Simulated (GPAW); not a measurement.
Entries from a set of simulations; values are calculated unless marked as measured.

```json
{"subject": "Quasiparticle gap of CaGaSiH (P3m1) in GPAW", "lattice_ang": [[4.0911, 0.0, 0.0], [-2.0455, 3.543, 0.0], [0.0, 0.0, 4.7628]], "atoms": [["Ca", 0.3333, 0.6667, 0.0], ["Ga", 0.0, 0.0, 0.5568], ["Si", 0.6667, 0.3333, 0.4337], ["H", 0.0, 0.0, 0.925]], "method": "DFT, LDA, plane waves, PAW (and 1 further level or step)", "program": "GPAW 26.7.0", "settings_of_one_run": "cutoff 600 eV, GPAW PAW setups 1.2.1 data release, 3×3×2 k-mesh, nbands 242", "cost": "3 runs, 56 s in all on 4 MPI ranks of Arm Neoverse V1, shared host (the runs of this entry)", "notes": "The cell and positions come from the Crystallography Open Database and are kept as given unless a step says otherwise. Limits: no spin-orbit coupling. Only 3 of the mesh’s irreducible points were corrected, so a valley elsewhere could overtake. Bands and cutoff are finite, so the gap is not at the basis limit. The miss can reach some tenths of an eV and take either sign; the mesh is an error of its own. The 3×3×2 mesh is coarse for this cell, which bears on the long-range parts of exchange and screening.", "results": {"lda_gap": "0.13 eV, indirect", "g0w0_gap_on_the_mesh": "1.08 eV", "g0w0_gap_over_the_zone_rigid_shift": "0.88 eV", "gw_settings": "3×3×2 mesh, 107 bands, screening to 78 eV, Godby-Needs plasmon pole", "known_limits": "not at the basis limit; no spin-orbit coupling; coarse k mesh"}}
```

[Paths, hosts, dates, memory and timing lines, banners, echoed tables and standing remarks are left out of the program output.]

[Logs are printed without paths, hosts, clocks, repeated set-up lines and the standing remarks that a program may print on its own settings, such as how far it seeks lower states.]

[Runs of the session that timed out or met a known fault of the program may be left out.]

[Hosts, paths, dates, database ids (printed as entryN), source tags and the programs' standing remarks are cut or masked in the printed files.]
